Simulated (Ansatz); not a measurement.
# Quasiparticle gap of BaIBr (Pnma)

Aim: the quasiparticle gap of BaIBr (Pnma), starting from PBEsol.

Method: PBEsol, then G0W0 on it, plane waves, PAW, in Ansatz 0.2.0.

**1. The starting structure**

Symmetry: Pnma, No. 62, orthorhombic system. The conventional cell has a = 8.814 Å, b = 5.124 Å, c = 10.192 Å, α = 90.00°, β = 90.00°, γ = 90.00°. Nearest to Ba lie 4 Br at 3.31 to 3.34 Å and 5 I at 3.67 to 3.76 Å. Nearest to I lie 5 Ba at 3.67 to 3.76 Å. Nearest to Br lie 4 Ba at 3.31 to 3.34 Å. Farther neighbours and most contacts between anions are not listed.

The cell and positions are those that the Materials Project relaxed with its own functionals (PBE, PBE+U or r2SCAN), kept fixed. Spin-orbit coupling is left out unless a step names it. The default PAW set here is soft_2. Its files were made with PBE.

**2. Bands along the symmetry lines**

Levels along a band path and on the mesh show where this functional puts the band edges.

This step: DFT, PBEsol, plane waves, PAW.

input.yaml

```yaml
crystal:
  lattice:
    - [8.81446039, 0.0, 0.0]
    - [0.0, 5.12429103, 0.0]
    - [0.0, 0.0, 10.19167839]
  atoms:
    - { symbol: Ba, position: [0.72882454, 0.25, 0.37513703] }
    - { symbol: Ba, position: [0.27117546, 0.75, 0.62486297] }
    - { symbol: Ba, position: [0.77117546, 0.75, 0.87513703] }
    - { symbol: Ba, position: [0.22882454, 0.25, 0.12486297] }
    - { symbol: I, position: [0.47161056, 0.25, 0.83177655] }
    - { symbol: I, position: [0.52838944, 0.75, 0.16822345] }
    - { symbol: I, position: [0.02838944, 0.75, 0.33177655] }
    - { symbol: I, position: [0.97161056, 0.25, 0.66822345] }
    - { symbol: Br, position: [0.8564719, 0.25, 0.06668585] }
    - { symbol: Br, position: [0.1435281, 0.75, 0.93331415] }
    - { symbol: Br, position: [0.6435281, 0.75, 0.56668585] }
    - { symbol: Br, position: [0.3564719, 0.25, 0.43331415] }
kpoints:
  mp_grid: { grid: [4, 4, 2] }
  band_path:
    path:
      - [[0.0, 0.0, 0.0], [0.5, 0.0, 0.0], [0.5, 0.5, 0.0], [0.0, 0.5, 0.0], [0.0, 0.0, 0.0], [0.0, 0.0, 0.5], [0.5, 0.0, 0.5], [0.5, 0.5, 0.5], [0.0, 0.5, 0.5], [0.0, 0.0, 0.5]]
      - [[0.5, 0.0, 0.0], [0.5, 0.0, 0.5]]
      - [[0.0, 0.5, 0.0], [0.0, 0.5, 0.5]]
      - [[0.5, 0.5, 0.0], [0.5, 0.5, 0.5]]
    npoints: 10
hamiltonian:
  xc: pbesol
scf:
  occupations: { method: fermi_dirac, width: 0.02 }
  n_extra_bands: 8
output:
  eigenvalues: true
  forces: true
  stress: true
  write_density: true
  write_potential: true
  elf: true
  volumetric_format: npy
```

Started as:

```
ansatz run input.yaml --threads 3 --pin off --max-ram 92160MiB --backend cuda --events-out ev --progress --plain --runs-dir out --devices 1 --max-vram 13GiB
```

Numbers of over 12 decimals in the logs are rounded to 6 here.

The program printed:

```text
scf.n_extra_bands = 8 over 68 filled bands (N_el = 136.0): the run solves 76 bands
GPUs: using 1 of 1 available (devices: 1).
Engine: ansatz 0.2.0, x86_64-unknown-linux-gnu
Pseudopotentials: kind: paw
Pseudopotential: Ba, paw, valence charge 10, recommended cutoff 420 eV (normal), Ba.paw.azcp
Pseudopotential: I, paw, valence charge 17, recommended cutoff 420 eV (normal), I.paw.azcp
Pseudopotential: Br, paw, valence charge 7, recommended cutoff 420 eV (normal), Br.paw.azcp
Functional definition: PBEsol
  exchange = pbesol_x
  correlation = pbesol_c
device memory: the entry about to start is reckoned to put 6.5 GiB on a device that reports 47.2 GiB free (of which the cap on the GPU budget leaves the run 13.0 GiB)
GPU FFT provider: cuFFT
GPU libraries: cuBLAS 13.8.2, cuFFT 12.4.0, cuSOLVER 12.3.4
Crystal: 12 atoms, lattice volume = 460.336 Å³
Basis set: ecut = 420 eV, 8947 PW (Γ), exchange–correlation on 120×72×144 points (8 copies of the dense FFT grid, shifted against one another)
Bands: 76, of which v1, the nominal top of the filled ones, is band 68 counted from 1 (67 counted from 0)
Symmetry: 8 space group operations
Space group: Pnma (ITA 62), of the structure as read, at distance tolerance 7.7e-5 Å
k-points: 18 of 32
Non-local potential: Ba, projectors of the file, l = 0: 3, l = 1: 2, l = 2: 2, l = 3: 2
Non-local potential: I, projectors of the file, l = 0: 2, l = 1: 2, l = 2: 2, l = 3: 2
Non-local potential: Br, projectors of the file, l = 0: 2, l = 1: 2, l = 2: 2
PAW form: soft (Blöchl's): semilocal exchange-correlation on the pseudo side does not see the compensation charge
PAW frozen core: Ba, regenerated for the run's functional, and the local potential with it (the file was generated under x = pbe(κ = 0.804, μ = 0.219515), c = pbe(β = 0.066725))
PAW frozen core: I, regenerated for the run's functional, and the local potential with it (the file was generated under x = pbe(κ = 0.804, μ = 0.219515), c = pbe(β = 0.066725))
PAW frozen core: Br, regenerated for the run's functional, and the local potential with it (the file was generated under x = pbe(κ = 0.804, μ = 0.219515), c = pbe(β = 0.066725))
PAW one-centre angular grid: Ba, 194 points (default); XC on 64 Gauss nodes
PAW one-centre angular grid: I, 590 points (default); XC on 64 Gauss nodes
PAW one-centre angular grid: Br, 110 points (default); XC on 64 Gauss nodes
Initial density: superposition of atomic densities (neutral atoms: chi_scale 0, normalization atom), corrected by the library's trained network
Initial wavefunctions: pseudopotential atomic-orbital guess
GPU buffer pool allocated for 155520 grid points (all kernels)
GPU transforms: local potential and band sums: pruned to the plane-wave sphere, on 60×36×72
Functional: x = pbesol(κ = 0.804, μ = 0.123457), c = pbesol(β = 0.046)
SCF iter   1: F=—  HF=-64150.225236 eV  |F-HF|=—  |Δ(HF+E_count)|=         —  Δρ=2.01e-3  dr2=2.48e-2  ethr=1.77e-3  ⟨swp⟩=14.9  Hψ=8074  notcnv=0
preconditioner: auto → Resta (q_TF=auto, 2.227 Å⁻¹)  ε∞=3.3  [insulator: Δε(μ)=3.380 eV  Ē_g=10.741 eV  σ=0.020 eV  W_gap=1.00  n_scr=82 (ndim 8)  ℏωp=16.2 eV  f_vac=0.008  D(μ)=0.00/eV (n_scr^D=0)  ε∞_Penn≈3.3]
SCF iter   2: F=—  HF=-64150.224805 eV  |F-HF|=—  |Δ(HF+E_count)|=   4.31e-4  Δρ=1.08e-3  dr2=6.53e-3  ethr=1.83e-5  ⟨swp⟩=3.8  Hψ=3132  notcnv=0  defer=55
SCF iter   3: F=—  HF=-64150.226176 eV  |F-HF|=—  |Δ(HF+E_count)|=   1.37e-3  Δρ=2.16e-4  dr2=1.75e-4  ethr=4.80e-6  ⟨swp⟩=3.0  Hψ=1995  notcnv=0  defer=55
SCF iter   4: F=—  HF=-64150.226277 eV  |F-HF|=—  |Δ(HF+E_count)|=   1.01e-4  Δρ=5.74e-5  dr2=1.50e-5  ethr=1.29e-7  ⟨swp⟩=2.0  Hψ=2461  notcnv=0  defer=55
SCF iter   5: F=—  HF=-64150.226682 eV  |F-HF|=—  |Δ(HF+E_count)|=   4.05e-4  Δρ=9.62e-6  dr2=6.06e-7  ethr=1.10e-8  ⟨swp⟩=2.0  Hψ=2189  notcnv=0  defer=55
SCF iter   6: F=-64150.226683 eV  HF=-64150.226683 eV  |F-HF|=7.79e-8  |Δ(HF+E_count)|=   6.91e-7  Δρ=2.97e-6  dr2=4.66e-8  ethr=7.35e-11  ⟨swp⟩=20.3  Hψ=15899  notcnv=0
SCF 1 converged in 6 iterations: F = -64150.226683 eV  dr2 = 4.66e-8
  Residual-converged pass: ⟨swp⟩=1.2  Hψ=1444  notcnv=0  max |occ|·‖R‖ = 7.0e-9 eV (tolerance 1.0e-8 eV)  dr2=4.66e-8  dr2_onsite=1.82e-9  max |Δocc| = 0.0e0
  greatest PAW one-centre occupation: 0.999 electrons in one spin orbital (limit 2), on the I atom at site 5 (counted from 0), in its partial waves of l = 2
device memory: the entry about to start is reckoned to put 6.0 GiB on a device that reports 46.3 GiB free (of which the cap on the GPU budget leaves the run 13.0 GiB)
NSCF: frozen V_eff on 124 k-points
SCF converged after 6 iterations
Free energy (F): -64150.226683 eV
Harris-Foulkes:  -64150.226683 eV  (|F-HF|=7.79e-8)
Internal energy: -64150.226683 eV  (E = F + TS)
E sigma→0 (E₀):  -64150.226683 eV
Fermi energy:    6.631668 eV
--- Per-component energies (eV) ---
  E_band       = -1807.031278
  E_kinetic    = 1960.463678
  E_local      = -10554.522136  (includes V_loc(G=0)·N_el)
  E_nonlocal   = 160.574950
  E_hartree    = 4982.665063
  E_xc         = -2223.052229
  E_vxc        = -1472.481208  (∫ρ·V_xc dr)
  E_paw        = -48321.246734  (= ΣΔE_a)
  E_vpaw       = -1866.397387  (= ΣTr[D̂ρ^β])
  E_aug_tail   = 0.000068  (compensation charges beyond the density's cutoff)
  E_ewald      = -10157.732725
  E_core_change = 2.623382  (= ΣΔE_core)
  E_smearing   = -0.000000  (= −TS)
  E_closure    = -0.000000  (closes the sum)
  Σ components = -64150.226683   (vs F -64150.226683, Δ=0.00e0)
--- Forces (eV/Å), atoms counted from 1 ---
  atom   1  Ba    -0.02881277     0.00000000     0.03460719
  atom   2  Ba     0.02881277    -0.00000000    -0.03460719
  atom   3  Ba     0.02881277    -0.00000000     0.03460719
  atom   4  Ba    -0.02881277    -0.00000000    -0.03460719
  atom   5  I     -0.00332717    -0.00000000    -0.00145740
  atom   6  I      0.00332717     0.00000000     0.00145740
  atom   7  I      0.00332717    -0.00000000    -0.00145740
  atom   8  I     -0.00332717     0.00000000     0.00145740
  atom   9  Br     0.01177891    -0.00000000    -0.01357125
  atom  10  Br    -0.01177891     0.00000000     0.01357125
  atom  11  Br    -0.01177891     0.00000000    -0.01357125
  atom  12  Br     0.01177891    -0.00000000     0.01357125
  max |Σ_I F_I| component: 6.94e-18 eV/Å
--- Stress (GPa, compression-positive) ---
       -1.728977       0.000000      -0.000000
        0.000000      -1.763158      -0.000000
       -0.000000      -0.000000      -1.827411
  P = ⅓ Tr σ = -1.7732 GPa (-17.732 kbar)
--- Band table (eV; the first three rows and the last of 18) ---
  k-point 0: bands = [... 64 lower, 4.5986, 4.7332, 4.7882, 4.9160, 8.3422, 8.9124, 8.9463, 9.0953, ... 4 higher]
  k-point 1: bands = [... 64 lower, 4.5097, 4.5097, 4.6705, 4.6705, 8.8051, 8.8051, 9.0747, 9.0747, ... 4 higher]
  k-point 2: bands = [... 64 lower, 4.3579, 4.4611, 4.5450, 4.7050, 8.9013, 9.3090, 9.4641, 9.6222, ... 4 higher]
  k-point 17: bands = [... 64 lower, 4.5341, 4.5341, 4.5341, 4.5341, 9.8385, 9.8385, 9.8385, 9.8385, ... 4 higher]
```

Wall time 21 s (1 × NVIDIA H100 80GB HBM3 (shared by 6 runs) with 3 threads of AMD EPYC 7R13 (Zen 3), shared host); peak memory 1.3 GiB.

This step gave:

```
pressure             : -1.773 GPa
filled bands         : 68
gap                  : 3.426 eV
valence top at       : Γ
conduction bottom at : Γ
least direct gap     : 3.426 eV
```

Over mesh and path the gap is 3.426 eV, direct, at k = Γ.

The electronic bands at the labelled points (eV, zero at the top of the highest nominally filled band):

```csv
point,band 65,band 66,band 67,band 68,band 69,band 70,band 71,band 72
Γ,-0.32,-0.18,-0.13,0.00,3.43,4.00,4.03,4.18
halfway,-0.43,-0.26,-0.24,-0.04,3.63,4.12,4.16,4.22
X,-0.47,-0.47,-0.14,-0.14,3.90,3.90,4.37,4.37
halfway,-0.36,-0.36,-0.29,-0.29,4.43,4.43,4.57,4.57
S,-0.42,-0.42,-0.42,-0.42,4.81,4.81,4.81,4.81
halfway,-0.51,-0.51,-0.42,-0.42,4.63,4.63,4.84,4.84
Y,-0.55,-0.55,-0.41,-0.41,4.57,4.57,4.72,4.72
halfway,-0.56,-0.45,-0.37,-0.21,3.99,4.39,4.55,4.71
Γ,-0.32,-0.18,-0.13,0.00,3.43,4.00,4.03,4.18
halfway,-0.40,-0.24,-0.22,-0.16,3.57,4.04,4.19,4.20
Z,-0.41,-0.41,-0.25,-0.25,3.89,3.89,4.16,4.16
halfway,-0.47,-0.47,-0.23,-0.23,4.00,4.00,4.28,4.28
U,-0.52,-0.52,-0.24,-0.24,4.22,4.22,4.37,4.37
halfway,-0.42,-0.42,-0.30,-0.30,4.36,4.36,4.55,4.55
R,-0.38,-0.38,-0.38,-0.38,4.92,4.92,4.92,4.92
halfway,-0.48,-0.48,-0.31,-0.31,4.75,4.75,4.85,4.85
T,-0.60,-0.60,-0.28,-0.28,4.62,4.62,4.77,4.77
halfway,-0.43,-0.43,-0.19,-0.19,4.31,4.31,4.59,4.59
Z,-0.41,-0.41,-0.25,-0.25,3.89,3.89,4.16,4.16
jump to X,-0.47,-0.47,-0.14,-0.14,3.90,3.90,4.37,4.37
halfway,-0.50,-0.50,-0.20,-0.20,4.01,4.01,4.39,4.39
U,-0.52,-0.52,-0.24,-0.24,4.22,4.22,4.37,4.37
jump to Y,-0.55,-0.55,-0.41,-0.41,4.57,4.57,4.72,4.72
halfway,-0.57,-0.57,-0.35,-0.35,4.65,4.65,4.67,4.67
T,-0.60,-0.60,-0.28,-0.28,4.62,4.62,4.77,4.77
jump to S,-0.42,-0.42,-0.42,-0.42,4.81,4.81,4.81,4.81
```

Electrostatic potential energy in the ac plane at fractional y = 0.250, with atoms of Ba and I and Br within 0.2 Å of it. With pseudopotentials it is smooth inside the atoms' cores, unlike the true potential.

Ten even steps from '0' (-41 eV) to '9' (11 eV), each cell a mean:
```
9999988999999999999987899
9999999998766789999999999
9999999997567569999999999
9999999985799758999999999
9999999986699658999999999
6799999997555579999999866
6579999999877899999998567
9669999999999999999997599
8579999999999999999997579
5689999999999999999998755
8999999999999999999999988
9999999744689999888889999
9999997200069998654578999
9999996000048987311147899
9999998300169985200025899
9999999866799986210026899
9999999999999987532357899
9999888899999998876788999
9987644678999999998999999
9985211258999999999988899
9874100137899999999842369
9974100147999999998400028
9986422468999999998300017
9998766789999999999720158
```
Columns run along a (8.8 Å; values clipped at the 3rd and 97th percentile), rows up along c (10.2 Å). Atoms in or near the plane, at fractional coordinates: Ba at (0.73, 0.38), Ba at (0.23, 0.12), I at (0.47, 0.83), I at (0.97, 0.67), Br at (0.86, 0.07), Br at (0.36, 0.43).

Valence density in the ac plane at fractional y = 0.250, with atoms of Ba and I and Br within 0.2 Å of it. It is the smooth field of the valence electrons, not physical close to the nuclei.

Ten steps, logarithmic in the rise over the least value, from '0' (0 e/Å³) to '9' (17 e/Å³), each cell a mean:
```
0000000001111100001123321
0000000012333321000011100
0000000013577532000000000
0000000123799742100000000
1100000023699732100000111
3210000012455421000001233
6421000001222210000012467
9631000000011000000013589
8531000000000000000012479
4321000000000000000012345
2110001122110000000001122
1000012334321000011110011
0000013443432101233321000
0000013432442112444442000
0000012444432113442443100
0000001233321013443443100
0000001111100001344431000
0000111110000000122210000
0001333310000000000111000
0013444431000000000122211
1124433442000000001344432
1123433442000000012343343
1012444421000000012442343
1001222210000000001344432
```
Columns run along a (8.8 Å), rows up along c (10.2 Å). Atoms in or near the plane, at fractional coordinates: Ba at (0.73, 0.38), Ba at (0.23, 0.12), I at (0.47, 0.83), I at (0.97, 0.67), Br at (0.86, 0.07), Br at (0.36, 0.43).

(Part 1 of 2 ends here.)

[Paths, hosts, dates, memory and timing lines, banners, echoed tables and standing remarks are left out of the program output.]

[Logs are printed without paths, hosts, clocks, repeated set-up lines and the standing remarks that a program may print on its own settings, such as how far it seeks lower states.]

[Runs of the session that timed out or met a known fault of the program may be left out.]

[Cells called generated may have been cut or substituted from an entry of the Crystallography Open Database or the Materials Project.]

[Hosts, paths, dates, database ids (printed as entryN), source tags and the programs' standing remarks are cut or masked in the printed files.]

[Where an RPA ε∞ is given, it is that of the G0W0 mesh and is not shown converged in it. Names of k-points follow the symmetry that the program found, which can be lower than the space group named. Band edges on a path are those of the sampled points; other points can move an edge, and change direct to indirect where valleys lie close.]

[Hybrid gaps are those of their k-mesh and are not shown converged in it.]
